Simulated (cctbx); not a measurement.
**Symmetry from intensities**

Cell: a = 4.4520 Å, b = 4.4520 Å, c = 8.9320 Å, α = 90.00°, β = 90.00°, γ = 90.00°. Expected content of the cell: Zn1 Fe2 Ca1 S5.

The data are simulated with cctbx, not measured: Cu Kα, λ = 1.54184 Å, to d = 0.8 Å, 95 % of the full sphere, strongest reflection 40000 counts, noise from counting, a 4 % proportional error and a noise floor of 8 counts (s.d.); no absorption, some extinction.

Tests on the unmerged data give:

```text
1354 reflections to d = 0.810 A
centring   violations  <I/sigma> of those
    A        560 of   671     14.5
    B        563 of   674     14.5
    C        541 of   681     11.4
    I        600 of   693     14.6
    R        770 of   902     14.2
    F        832 of  1013     13.5
Laue class    unique    Rint  (classes that these axes allow; Friedel mates merged)
P -1              720   0.027
P 1 2/m 1         410   0.030
P 1 1 2/m         391   0.031
P 2/m 1 1         412   0.030
P m m m           246   0.031
P 4/m             201   0.033
P 4/m m m         143   0.033
space group    extra absences  I>4sigma  <I/sigma>
P 4 2 2                 0          0         -  acentric
P 4 m m                 0          0         -  acentric
P -4 2 m                0          0         -  acentric
P -4 m 2                0          0         -  acentric
P 4/m m m               0          0         -  centric
Wilson B = 0.97 A^2   <|E^2-1|> = 0.857 (0.968 centric, 0.736 acentric)   E^2>4: 2.1 %
shell (A)         n   <I/sigma>
 8.93 - 1.62     24     37.4
 1.62 - 1.29     20     45.5
 1.29 - 1.12     14     40.2
 1.12 - 1.02     20     43.8
 1.02 - 0.95     16     40.0
 0.95 - 0.89     11     40.0
 0.89 - 0.85     20     42.8
 0.85 - 0.81     18     36.5
```

**Question.** What are the lattice type, the Laue class and the likely space group?

Every centring test has many violations, so the lattice is primitive.

Rint stays low (0.027 to 0.033) up to P 4/m m m, the highest class in these axes.

5 settings pass the absence test. No glide or screw absences show, which leaves P 4 2 2, P 4 m m, P -4 2 m, P -4 m 2 and P 4/m m m.

⟨|E²−1|⟩ = 0.857 lies between the two ideal values. The Wilson B of 0.97 Å² means U ≈ 0.0123 Å².

The true group is P4/mmm (no. 123), Laue class 4/mmm, centrosymmetric. The tables only narrow the choice to the tied entries; cell content, site symmetry and trial solutions must settle it.

This is a model crystal, built by substitution and not relaxed, with assumed displacement parameters.

[Logs are printed without paths, hosts, clocks, repeated set-up lines and the standing remarks that a program may print on its own settings, such as how far it seeks lower states.]
